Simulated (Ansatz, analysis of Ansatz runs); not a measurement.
## A hop of N in Al3GaN4 (Pm), charge +3

Wanted: path and barrier of a jump of N in Al3GaN4 (Pm) at charge +3. The case: V_N hop (3.1 Å), in a cell of 96 host atoms with 1 N taken out.

Main program and level: Ansatz 0.2.0; plane-wave PAW DFT, PBEsol; nudged elastic band between two relaxed defect structures at fixed charge in a uniform background.

### 1. Set-up

The cell holds 95 atoms: 36 Al, 12 Ga and 47 N. Its edges and angles: a = 10.087 Å, b = 9.390 Å, c = 10.836 Å, α = 90.0°, β = 90.0°, γ = 90.0°. It derives from Al3GaN4 (space group Pm). Nearest the centre at fractional (0.558, 0.583, 0.708): Al90 at 1.08 Å, N92 at 1.56 Å, Al75 at 2.46 Å, Al74 at 2.47 Å, Ga91 at 2.48 Å, Al73 at 2.49 Å, N48 at 2.66 Å, N77 at 2.71 Å. The cell carries charge +3.

The cell's shortest repeat is 9.4 Å.

### 2. Relaxation of the start point, charge +3

A barrier is counted from a minimum, so both ends are relaxed first. Small random displacements break the symmetry of the ideal sites, so that the defect can distort if it gains by it. The charge of +3 is set by the electron count, and a uniform background keeps the cell neutral.

qp3.start/input.yaml reads:

```yaml
crystal:
  lattice:
    - [10.08692303, 0.0, 0.00025291]
    - [0.0, 9.39015873, 0.0]
    - [-0.00644803, 0.0, 10.83602103]
  atoms:
    - { symbol: Al, position: [0.25011431, 0.16666667, 0.08366544] }
    - { symbol: Al, position: [0.00045971, 0.16666667, 0.41740264] }
    - { symbol: Al, position: [0.00054365, 0.0, 0.16584605] }
    - { symbol: Ga, position: [0.24970977, 0.0, 0.33310103] }
    - { symbol: "N", position: [0.05558724, 0.0, 0.33316332] }
    - { symbol: "N", position: [0.06122767, 0.16666667, 0.08357752] }
    - { symbol: "N", position: [0.31256197, 0.16666667, 0.4200968] }
    - { symbol: "N", position: [0.31159519, 0.0, 0.16314769] }
    - { symbol: Al, position: [0.25011431, 0.16666667, 0.58366544] }
    - { symbol: Al, position: [0.00045971, 0.16666667, 0.91740264] }
    - { symbol: Al, position: [0.00054365, 0.0, 0.66584605] }
    - { symbol: Ga, position: [0.24970977, 0.0, 0.83310103] }
    - { symbol: "N", position: [0.05558724, 0.0, 0.83316332] }
    - { symbol: "N", position: [0.06122767, 0.16666667, 0.58357752] }
    - { symbol: "N", position: [0.31256197, 0.16666667, 0.9200968] }
    - { symbol: "N", position: [0.31159519, 0.0, 0.66314769] }
    - { symbol: Al, position: [0.25011431, 0.5, 0.08366544] }
    - { symbol: Al, position: [0.00045971, 0.5, 0.41740264] }
    - { symbol: Al, position: [0.00054365, 0.33333333, 0.16584605] }
    - { symbol: Ga, position: [0.24970977, 0.33333333, 0.33310103] }
    - { symbol: "N", position: [0.05558724, 0.33333333, 0.33316332] }
    - { symbol: "N", position: [0.06122767, 0.5, 0.08357752] }
    - { symbol: "N", position: [0.31256197, 0.5, 0.4200968] }
    - { symbol: "N", position: [0.31159519, 0.33333333, 0.16314769] }
    - { symbol: Al, position: [0.25011431, 0.5, 0.58366544] }
    - { symbol: Al, position: [0.00045971, 0.5, 0.91740264] }
    - { symbol: Al, position: [0.00054365, 0.33333333, 0.66584605] }
    - { symbol: Ga, position: [0.24970977, 0.33333333, 0.83310103] }
    - { symbol: "N", position: [0.05558724, 0.33333333, 0.83316332] }
    - { symbol: "N", position: [0.06122767, 0.5, 0.58357752] }
    - { symbol: "N", position: [0.31256197, 0.5, 0.9200968] }
    - { symbol: "N", position: [0.31159519, 0.33333333, 0.66314769] }
    - { symbol: Al, position: [0.25011431, 0.83333333, 0.08366544] }
    - { symbol: Al, position: [0.00045971, 0.83333333, 0.41740264] }
    - { symbol: Al, position: [0.00054365, 0.66666667, 0.16584605] }
    - { symbol: Ga, position: [0.24970977, 0.66666667, 0.33310103] }
    - { symbol: "N", position: [0.05558724, 0.66666667, 0.33316332] }
    - { symbol: "N", position: [0.06122767, 0.83333333, 0.08357752] }
    - { symbol: "N", position: [0.31256197, 0.83333333, 0.4200968] }
    - { symbol: "N", position: [0.31159519, 0.66666667, 0.16314769] }
    - { symbol: Al, position: [0.25011431, 0.83333333, 0.58366544] }
    - { symbol: Al, position: [0.00045971, 0.83333333, 0.91740264] }
    - { symbol: Al, position: [0.00054365, 0.66666667, 0.66584605] }
    - { symbol: Ga, position: [0.24970977, 0.66666667, 0.83310103] }
    - { symbol: "N", position: [0.05558724, 0.66666667, 0.83316332] }
    - { symbol: "N", position: [0.06122767, 0.83333333, 0.58357752] }
    - { symbol: "N", position: [0.31256197, 0.83333333, 0.9200968] }
    - { symbol: "N", position: [0.31159519, 0.66666667, 0.66314769] }
    - { symbol: Al, position: [0.75011431, 0.16666667, 0.08366544] }
    - { symbol: Al, position: [0.50045971, 0.16666667, 0.41740264] }
    - { symbol: Al, position: [0.50054365, 0.0, 0.16584605] }
    - { symbol: Ga, position: [0.74970977, 0.0, 0.33310103] }
    - { symbol: "N", position: [0.55558724, 0.0, 0.33316332] }
    - { symbol: "N", position: [0.56122767, 0.16666667, 0.08357752] }
    - { symbol: "N", position: [0.81256197, 0.16666667, 0.4200968] }
    - { symbol: "N", position: [0.81159519, 0.0, 0.16314769] }
    - { symbol: Al, position: [0.75011431, 0.16666667, 0.58366544] }
    - { symbol: Al, position: [0.50045971, 0.16666667, 0.91740264] }
    - { symbol: Al, position: [0.50054365, 0.0, 0.66584605] }
    - { symbol: Ga, position: [0.74970977, 0.0, 0.83310103] }
    - { symbol: "N", position: [0.55558724, 0.0, 0.83316332] }
    - { symbol: "N", position: [0.56122767, 0.16666667, 0.58357752] }
    - { symbol: "N", position: [0.81256197, 0.16666667, 0.9200968] }
    - { symbol: "N", position: [0.81159519, 0.0, 0.66314769] }
    - { symbol: Al, position: [0.75011431, 0.5, 0.08366544] }
    - { symbol: Al, position: [0.50045971, 0.5, 0.41740264] }
    - { symbol: Al, position: [0.50054365, 0.33333333, 0.16584605] }
    - { symbol: Ga, position: [0.74970977, 0.33333333, 0.33310103] }
    - { symbol: "N", position: [0.55558724, 0.33333333, 0.33316332] }
    - { symbol: "N", position: [0.56122767, 0.5, 0.08357752] }
    - { symbol: "N", position: [0.81256197, 0.5, 0.4200968] }
    - { symbol: "N", position: [0.81159519, 0.33333333, 0.16314769] }
    - { symbol: Al, position: [0.75011431, 0.5, 0.58366544] }
    - { symbol: Al, position: [0.50045971, 0.5, 0.91740264] }
    - { symbol: Al, position: [0.50054365, 0.33333333, 0.66584605] }
    - { symbol: Ga, position: [0.74970977, 0.33333333, 0.83310103] }
    - { symbol: "N", position: [0.55558724, 0.33333333, 0.83316332] }
    - { symbol: "N", position: [0.81256197, 0.5, 0.9200968] }
    - { symbol: "N", position: [0.81159519, 0.33333333, 0.66314769] }
    - { symbol: Al, position: [0.75011431, 0.83333333, 0.08366544] }
    - { symbol: Al, position: [0.50045971, 0.83333333, 0.41740264] }
    - { symbol: Al, position: [0.50054365, 0.66666667, 0.16584605] }
    - { symbol: Ga, position: [0.74970977, 0.66666667, 0.33310103] }
    - { symbol: "N", position: [0.55558724, 0.66666667, 0.33316332] }
    - { symbol: "N", position: [0.56122767, 0.83333333, 0.08357752] }
    - { symbol: "N", position: [0.81256197, 0.83333333, 0.4200968] }
    - { symbol: "N", position: [0.81159519, 0.66666667, 0.16314769] }
    - { symbol: Al, position: [0.75011431, 0.83333333, 0.58366544] }
    - { symbol: Al, position: [0.50045971, 0.83333333, 0.91740264] }
    - { symbol: Al, position: [0.50054365, 0.66666667, 0.66584605] }
    - { symbol: Ga, position: [0.74970977, 0.66666667, 0.83310103] }
    - { symbol: "N", position: [0.55558724, 0.66666667, 0.83316332] }
    - { symbol: "N", position: [0.56122767, 0.83333333, 0.58357752] }
    - { symbol: "N", position: [0.81256197, 0.83333333, 0.9200968] }
    - { symbol: "N", position: [0.81159519, 0.66666667, 0.66314769] }
total_charge: 3
basis:
  ecutwfc: 420
  xc_grid: 2
hamiltonian:
  xc: pbesol
kpoints:
  mp_grid: { grid: [1, 1, 1], shift: [0.25, 0.25, 0.25] }
scf:
  occupations: { method: fixed }
  max_iter: 150
output:
  forces: true
relax:
  f_tol: 0.02
  max_steps: 70
  random_displacement: { amplitude: 0.03, seed: 6974 }
```

On the command line:

```bash
$ ansatz run input.yaml --threads 32 --pin off --max-ram 84787MiB --backend cuda --events-out ev --progress --plain --runs-dir out --max-vram 78GiB
```

Output:

```text
[...]
Engine: ansatz 0.2.0, aarch64-unknown-linux-gnu
[...]
Pseudopotential: Al, paw, valence charge 3, recommended cutoff 420 eV (normal), Al.paw.azcp
Pseudopotential: Ga, paw, valence charge 13, recommended cutoff 420 eV (normal), Ga.paw.azcp
Pseudopotential: N, paw, valence charge 5, recommended cutoff 420 eV (normal), N.paw.azcp
Functional definition: PBEsol
[...]
Crystal: 95 atoms, lattice volume = 1026.364 Å³
Basis set: ecut = 420 eV, 20007 PW (Γ), exchange–correlation on 144×128×150 points (8 copies of the dense FFT grid, shifted against one another)
Bands: 343, of which v1, the nominal top of the filled ones, is band 248 counted from 1 (247 counted from 0)
[...]
SCF iter  12: F=—  HF=-81728.647045 eV  |F-HF|=—  |Δ(HF+E_count)|=   9.64e-4  Δρ=6.37e-4  dr2=2.78e-3  ethr=3.85e-7  ⟨swp⟩=1.0  Hψ=323  notcnv=0  defer=71
automatic band count: iteration 12 solves 323 bands in place of 343: the levels show a gap, and the empty bands left out lie too high to hold charge; the band table lists the bands solved (type scf.n_ [...]
[...]
automatic band count: iteration 14 solves 343 bands in place of 323: the levels no longer show a gap clear of their residuals, so the SCF keeps every band
[...]
SCF 1 converged in 19 iterations: F = -81728.646872 eV  dr2 = 2.16e-6
[...]
relax step   1: F+E_penalty+E_count = -81728.64687162 eV  Δ(F+E_penalty+E_count) = +0.000e0 eV  max|allowed force component| = 1.248e0 eV/Å  Δτ_max = 0.0000 Å  (19 SCF iters, dr2 threshold 1.00e-5 eV, [...]
[...]
SCF 2 converged in 9 iterations: F = -81729.624294 eV  dr2 = 4.92e-5
[...]
relax step   9: F+E_penalty+E_count = -81731.56040699 eV  Δ(F+E_penalty+E_count) = -1.459e-7 eV  max|allowed force component| = 1.443e-2 eV/Å  Δτ_max = 0.0000 Å  (3 SCF iters, accepted)
[...]
```

The job ended after 6.1 s (1 × NVIDIA GB200 with 32 threads of Arm Neoverse V2, shared host; peak memory 1.5 GiB; 26 s of CPU time).

Relaxation path:

```
step  energy less that of the first step (eV)  largest force component (eV/Å)
   1                                   0.0000                          1.2483
   3                                  -2.2921                          1.2863
   5                                  -2.8683                          0.2257
   7                                  -2.9125                          0.0751
   9                                  -2.9135                          0.0144
```

The atoms that moved most (Å, from the sites as typed, ahead of the random displacement, the mean shift of all atoms taken out):

```
atom      dx      dy      dz  length
Al73   0.637  -0.001   0.002   0.637
Al66  -0.168   0.001  -0.411   0.444
Al75  -0.164  -0.328   0.200   0.418
Al90  -0.164   0.327   0.199   0.417
 N30  -0.120   0.000  -0.001   0.120
Al18   0.037   0.000  -0.089   0.096
Al27   0.043  -0.071   0.045   0.095
Al43   0.043   0.071   0.045   0.095
```

Neighbours of N92 at the end:

```
atom  distance (Å)
Al90         1.816
Al74         1.901
Al89         1.938
Ga91         1.969
 N47         3.047
 N31         3.060
 N70         3.120
Ga44         3.124
 N48         3.127
 N77         3.128
 N61         3.132
 N85         3.133
 N93         3.145
 N78         3.150
 N94         3.160
 N95         3.176
```

Read from the output:

- free energy: -81731.5604 eV
- r.m.s. move of the farther half of the atoms: 0.03111 Å
- largest move from the ideal geometry of this structure, a common shift of the far atoms taken out: 0.6383 Å

The relaxation gained 2.914 eV and ended with a largest force component of 0.014 eV/Å.

### 3. Relaxation of the end point, charge +3

The end point is relaxed in the same cell and settings, so that the two energies compare. Atoms more than 3.2 Å from the middle of the hop start where the first relaxation left them, the nearer ones on or close to their ideal places, with small random displacements.

qp3.end/input.yaml reads:

```yaml
crystal:
  lattice:
    - [10.08692303, 0.0, 0.00025291]
    - [0.0, 9.39015873, 0.0]
    - [-0.00644803, 0.0, 10.83602103]
  atoms:
    - { symbol: Al, position: [0.25025503, 0.16605493, 0.08416341] }
    - { symbol: Al, position: [-0.00054135, 0.16585055, 0.41685527] }
    - { symbol: Al, position: [0.00130072, 0.00021624, 0.16650506] }
    - { symbol: Ga, position: [0.2489538, 0.00017365, 0.33205263] }
    - { symbol: "N", position: [0.05576433, 0.00022763, 0.33378209] }
    - { symbol: "N", position: [0.06209933, 0.16642749, 0.08396782] }
    - { symbol: "N", position: [0.31253164, 0.16651641, 0.42031732] }
    - { symbol: "N", position: [0.31269677, 0.00017641, 0.16348991] }
    - { symbol: Al, position: [0.24745094, 0.16341072, 0.58146711] }
    - { symbol: Al, position: [0.00049638, 0.16529034, 0.91925441] }
    - { symbol: Al, position: [-0.0007555, 0.00020891, 0.6669208] }
    - { symbol: Ga, position: [0.24923343, 0.00019847, 0.83377285] }
    - { symbol: "N", position: [0.0560109, 0.00024063, 0.83305102] }
    - { symbol: "N", position: [0.06107019, 0.16510316, 0.58330224] }
    - { symbol: "N", position: [0.31422055, 0.16677066, 0.92001265] }
    - { symbol: "N", position: [0.31372592, 0.00016916, 0.66336935] }
    - { symbol: Al, position: [0.24980671, 0.50017969, 0.08533654] }
    - { symbol: Al, position: [0.00436064, 0.50024762, 0.40962367] }
    - { symbol: Al, position: [0.00044266, 0.33274832, 0.16441845] }
    - { symbol: Ga, position: [0.24706785, 0.32868935, 0.33135968] }
    - { symbol: "N", position: [0.05569457, 0.33189812, 0.33218656] }
    - { symbol: "N", position: [0.06151169, 0.50021188, 0.08430011] }
    - { symbol: "N", position: [0.30866665, 0.5002592, 0.42143359] }
    - { symbol: "N", position: [0.31305811, 0.33344335, 0.16383458] }
    - { symbol: Al, position: [0.24433758, 0.50019575, 0.58391003] }
    - { symbol: Al, position: [-0.0001784, 0.50022727, 0.91936228] }
    - { symbol: Al, position: [0.00507282, 0.3259431, 0.67038658] }
    - { symbol: Ga, position: [0.24701401, 0.33386023, 0.83882802] }
    - { symbol: "N", position: [0.05576019, 0.33308716, 0.83566716] }
    - { symbol: "N", position: [0.04961749, 0.50021105, 0.58390559] }
    - { symbol: "N", position: [0.31287172, 0.50025864, 0.92129748] }
    - { symbol: "N", position: [0.30749698, 0.3343652, 0.66335387] }
    - { symbol: Al, position: [0.25025436, 0.83428354, 0.08415332] }
    - { symbol: Al, position: [-0.00056135, 0.83462639, 0.41685052] }
    - { symbol: Al, position: [0.00043274, 0.66768539, 0.16442392] }
    - { symbol: Ga, position: [0.24707, 0.6716893, 0.33135469] }
    - { symbol: "N", position: [0.05569112, 0.66858143, 0.33218494] }
    - { symbol: "N", position: [0.0620982, 0.83400513, 0.08397872] }
    - { symbol: "N", position: [0.31255447, 0.8339485, 0.42035138] }
    - { symbol: "N", position: [0.31306629, 0.66691925, 0.16383052] }
    - { symbol: Al, position: [0.24741354, 0.83689076, 0.58149173] }
    - { symbol: Al, position: [0.00050581, 0.8352046, 0.91925661] }
    - { symbol: Al, position: [0.00504678, 0.67446888, 0.67038923] }
    - { symbol: Ga, position: [0.24698598, 0.66652933, 0.83883589] }
    - { symbol: "N", position: [0.0557299, 0.66737409, 0.83567503] }
    - { symbol: "N", position: [0.06102433, 0.8353032, 0.58330909] }
    - { symbol: "N", position: [0.31419979, 0.83376322, 0.91998693] }
    - { symbol: "N", position: [0.31159519, 0.66666667, 0.66314769] }
    - { symbol: Al, position: [0.75225617, 0.16586296, 0.08453274] }
    - { symbol: Al, position: [0.49900003, 0.16605952, 0.41620479] }
    - { symbol: Al, position: [0.50096071, 0.00022086, 0.1678325] }
    - { symbol: Ga, position: [0.75032962, 0.00017868, 0.33297448] }
    - { symbol: "N", position: [0.55620733, 0.00021736, 0.33478439] }
    - { symbol: "N", position: [0.56324334, 0.16501491, 0.08457984] }
    - { symbol: "N", position: [0.81170125, 0.16742508, 0.42052197] }
    - { symbol: "N", position: [0.81272759, 0.00017788, 0.16429012] }
    - { symbol: Al, position: [0.75194204, 0.16668067, 0.58336168] }
    - { symbol: Al, position: [0.5013907, 0.16327163, 0.92181912] }
    - { symbol: Al, position: [0.50183006, 0.00020624, 0.66571008] }
    - { symbol: Ga, position: [0.75116524, 0.00019847, 0.83367141] }
    - { symbol: "N", position: [0.55614726, 0.00026172, 0.83212768] }
    - { symbol: "N", position: [0.5617224, 0.16799555, 0.5829481] }
    - { symbol: "N", position: [0.81266849, 0.16654538, 0.92043294] }
    - { symbol: "N", position: [0.81037361, 0.00021905, 0.66313085] }
    - { symbol: Al, position: [0.75093723, 0.50017912, 0.08449966] }
    - { symbol: Al, position: [0.48404848, 0.50027785, 0.37985851] }
    - { symbol: Al, position: [0.5013731, 0.33066046, 0.16157756] }
    - { symbol: Ga, position: [0.75161304, 0.33225574, 0.33205541] }
    - { symbol: "N", position: [0.55658819, 0.33212931, 0.3323355] }
    - { symbol: "N", position: [0.56144927, 0.50021748, 0.08425754] }
    - { symbol: "N", position: [0.81381408, 0.5002387, 0.41687726] }
    - { symbol: "N", position: [0.81163739, 0.33345046, 0.16324236] }
    - { symbol: Al, position: [0.75011431, 0.5, 0.58366544] }
    - { symbol: Al, position: [0.50045971, 0.5, 0.91740264] }
    - { symbol: Al, position: [0.50054365, 0.33333333, 0.66584605] }
    - { symbol: Ga, position: [0.75181335, 0.33318429, 0.83543914] }
    - { symbol: "N", position: [0.55558724, 0.33333333, 0.83316332] }
    - { symbol: "N", position: [0.81189359, 0.50023771, 0.92032153] }
    - { symbol: "N", position: [0.81348856, 0.33068044, 0.66572914] }
    - { symbol: Al, position: [0.7522543, 0.83448274, 0.0845196] }
    - { symbol: Al, position: [0.49903505, 0.8344096, 0.41622821] }
    - { symbol: Al, position: [0.50138005, 0.66980099, 0.16156803] }
    - { symbol: Ga, position: [0.7515978, 0.66813549, 0.33205818] }
    - { symbol: "N", position: [0.55658913, 0.66838544, 0.3322848] }
    - { symbol: "N", position: [0.56323754, 0.83542288, 0.08456157] }
    - { symbol: "N", position: [0.81171962, 0.83306629, 0.4205205] }
    - { symbol: "N", position: [0.81163748, 0.66691911, 0.16323941] }
    - { symbol: Al, position: [0.75198534, 0.83366928, 0.58336512] }
    - { symbol: Al, position: [0.50136832, 0.83726043, 0.92179059] }
    - { symbol: Al, position: [0.50054365, 0.66666667, 0.66584605] }
    - { symbol: Ga, position: [0.74970977, 0.66666667, 0.83310103] }
    - { symbol: "N", position: [0.561293, 0.5, 0.583587] }
    - { symbol: "N", position: [0.56122767, 0.83333333, 0.58357752] }
    - { symbol: "N", position: [0.81266215, 0.83395483, 0.92041468] }
    - { symbol: "N", position: [0.81159519, 0.66666667, 0.66314769] }
total_charge: 3
basis:
  ecutwfc: 420
  xc_grid: 2
hamiltonian:
  xc: pbesol
kpoints:
  mp_grid: { grid: [1, 1, 1], shift: [0.25, 0.25, 0.25] }
scf:
  occupations: { method: fixed }
  max_iter: 150
output:
  forces: true
relax:
  f_tol: 0.02
  max_steps: 70
  random_displacement: { amplitude: 0.01, seed: 6974 }
```

Output:

```text
[...]
Crystal: 95 atoms, lattice volume = 1026.364 Å³
Basis set: ecut = 420 eV, 20007 PW (Γ), exchange–correlation on 144×128×150 points (8 copies of the dense FFT grid, shifted against one another)
Bands: 343, of which v1, the nominal top of the filled ones, is band 248 counted from 1 (247 counted from 0)
[...]
k-points: 1
[...]
SCF iter  10: F=—  HF=-81728.413658 eV  |F-HF|=—  |Δ(HF+E_count)|=   5.27e-5  Δρ=9.82e-5  dr2=2.03e-4  ethr=1.20e-7  ⟨swp⟩=3.0  Hψ=470  notcnv=0  defer=71
[...]
SCF 1 converged in 12 iterations: F = -81728.413636 eV  dr2 = 4.86e-6
[...]
relax step   1: F+E_penalty+E_count = -81728.41363592 eV  Δ(F+E_penalty+E_count) = +0.000e0 eV  max|allowed force component| = 3.160e0 eV/Å  Δτ_max = 0.0000 Å  (12 SCF iters, dr2 threshold 1.00e-5 eV, [...]
[...]
SCF 2 converged in 10 iterations: F = -81729.769330 eV  dr2 = 5.48e-5
[...]
SCF 3 converged in 7 iterations: F = -81730.989495 eV  dr2 = 3.71e-5
[...]
SCF 9 converged in 6 iterations: F = -81731.773573 eV  dr2 = 8.08e-9
[...]
SCF converged after 6 iterations
[...]
```

The job ended after 5.6 s (1 × NVIDIA GB200 with 32 threads; peak memory 1.4 GiB).

Step by step:

```
step  energy less that of the first step (eV)  largest force component (eV/Å)
   1                                   0.0000                          3.1601
   3                                  -2.5759                          1.4911
   5                                  -3.3094                          0.4520
   7                                  -3.3568                          0.0738
   9                                  -3.3599                          0.0045
```

The atoms that moved most (Å, from the sites as typed, ahead of the random displacement):

```
atom      dx      dy      dz  length
Ga91   0.477   0.001  -0.007   0.477
Al90  -0.146   0.002  -0.420   0.445
Al74  -0.141  -0.328   0.208   0.413
Al66   0.166  -0.030   0.351   0.389
Al89  -0.150   0.294   0.160   0.367
Al43  -0.007  -0.071  -0.105   0.127
 N30   0.108  -0.009  -0.014   0.109
Al27  -0.054   0.062  -0.060   0.102
```

Neighbours of N92 at the end:

```
atom  distance (Å)
Al90         1.819
Al75         1.905
Al73         1.914
Al66         1.944
 N23         3.056
 N79         3.079
 N71         3.083
 N95         3.092
 N32         3.093
 N77         3.112
 N62         3.117
 N69         3.118
 N84         3.124
 N48         3.126
```

Read from the output:

- free energy: -81731.7736 eV
- r.m.s. move of the farther half of the atoms: 0.02480 Å
- largest move from the ideal geometry of this structure, a common shift of the far atoms taken out: 0.4775 Å

The relaxation gained 3.360 eV and ended with a largest force component of 0.0045 eV/Å. The end lies 0.213 eV below the start.

[end of part 1 of 3]

[Logs are printed without paths, hosts, clocks, repeated set-up lines and the standing remarks that a program may print on its own settings, such as how far it seeks lower states.]

[Hosts, paths, dates, database ids (printed as entryN), source tags and the programs' standing remarks are cut or masked in the printed files.]
